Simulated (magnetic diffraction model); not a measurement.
# Which magnetic order? CsHoPb

Space group P6_3mc (no. 186), a = 5.8640 Å, c = 9.2620 Å.

| site | atom | x | y | z |
| --- | --- | --- | --- | --- |
| 2b | Pb | 2/3 | 1/3 | 0.7347 |
| 2a | Ho | 0 | 0 | 0.5187 |
| 2b | Cs | 1/3 | 2/3 | 0.8334 |

The compound is invented for this exercise: a known structure type with other elements, its cell scaled to their sizes and not relaxed.

Only Ho is taken to order (form factors of Ho3+); orders and moment sizes are assumed, and not adapted to the symmetry. Radiation: neutrons of λ = 4.2 Å, 1.5° to 80°; isotropic B of 0.51 Å² (Pb), 0.47 Å² (Ho) and 0.4 Å² (Cs). Simulated constant-wavelength pattern: nuclear and magnetic terms add, the magnetic one as |2.695 fm × Σ f S⊥ exp(2πi Q·r) exp(−B s²)|², summed over all Q at one angle with the factor 1/(sin²θ cos θ). For a modulated order the moment at position r is S exp(−2πi k·r) + c.c., with S = m/2 for a sine wave of amplitude m and S = m(u + iv)/2 for moments turning in a plane, u and v being orthogonal unit vectors in it; the phase factor of the sum at Q = H + k is then exp(2πi H·r). Free-ion form factors, Sears's scattering lengths of 1992, no absorption; a label names one of the reflections at its angle. The strongest nuclear line in the range is 100, and lines under 0.2 are left out.

Above the ordering temperature:

```csv
2θ (°),index,I
53.93,(0 0 2),2.5
56.28,(1 0 1),19.9
75.72,(1 0 2),100.0
```

Below it (cell unchanged):

```
2θ (°)       I
  4.33  5086.0
 49.07   128.1
 49.12    42.2
 53.93     2.5
 56.28    19.9
 58.85    30.5
 71.79    98.5
 75.72   100.0
 79.90    88.5
```

**Question.** Find the propagation vector, then choose among these models:
A. moments turning in the plane of [001] and [100], 8.9 μB on Ho; signs + at (0, 0, 0.5187), + at (0, 0, 0.0187)
B. a sine wave with moments along [010] (amplitudes given), 8.9 μB on Ho; signs + at (0, 0, 0.5187), + at (0, 0, 0.0187)
C. moments turning in the plane of [100] and [010], 8.9 μB on Ho; signs + at (0, 0, 0.5187), + at (0, 0, 0.0187)
D. a sine wave with moments along [100] (amplitudes given), 8.9 μB on Ho; signs + at (0, 0, 0.5187), + at (0, 0, 0.0187)

The new lines index as (0 0 1/6) at 4.33°, (1 0 1/6) at 49.07°, (0 0 11/6) at 49.12° and (0 0 13/6) at 58.85°, that is as H ± k with k = (0 0 1/6). Satellites come in pairs about each point of the reciprocal lattice.

Magnetic intensity, observed (below minus above) and for each model:

| 2θ (°) | index | observed | A | B | C | D |
| --- | --- | --- | --- | --- | --- | --- |
| 4.33 | (0 0 1/6) | 5086.0 | 2543.0 | 2543.0 | 5086.0 | 2543.0 |
| 49.07 | (1 0 1/6) | 128.1 | 190.0 | 64.0 | 128.1 | 64.0 |
| 49.12 | (0 0 11/6) | 42.2 | 21.1 | 21.1 | 42.2 | 21.1 |
| 58.85 | (0 0 13/6) | 30.5 | 15.2 | 15.2 | 30.5 | 15.2 |
| 71.79 | (1 0 11/6) | 98.5 | 81.9 | 49.3 | 98.5 | 49.3 |
| 79.90 | (1 0 13/6) | 88.5 | 67.4 | 44.3 | 88.5 | 44.3 |

Model C matches. Model B has the same shape and would fit too with moments 1.41 times as large, so only the size of the moment sets it apart. Model D has the same shape and would fit too with moments 1.41 times as large, so only the size of the moment sets it apart.

The structure used: k = (0 0 1/6), moments turning in the plane of [100] and [010], 8.9 μB on Ho; signs + at (0, 0, 0.5187), + at (0, 0, 0.0187).

[Logs are printed without paths, hosts, clocks, repeated set-up lines and the standing remarks that a program may print on its own settings, such as how far it seeks lower states.]
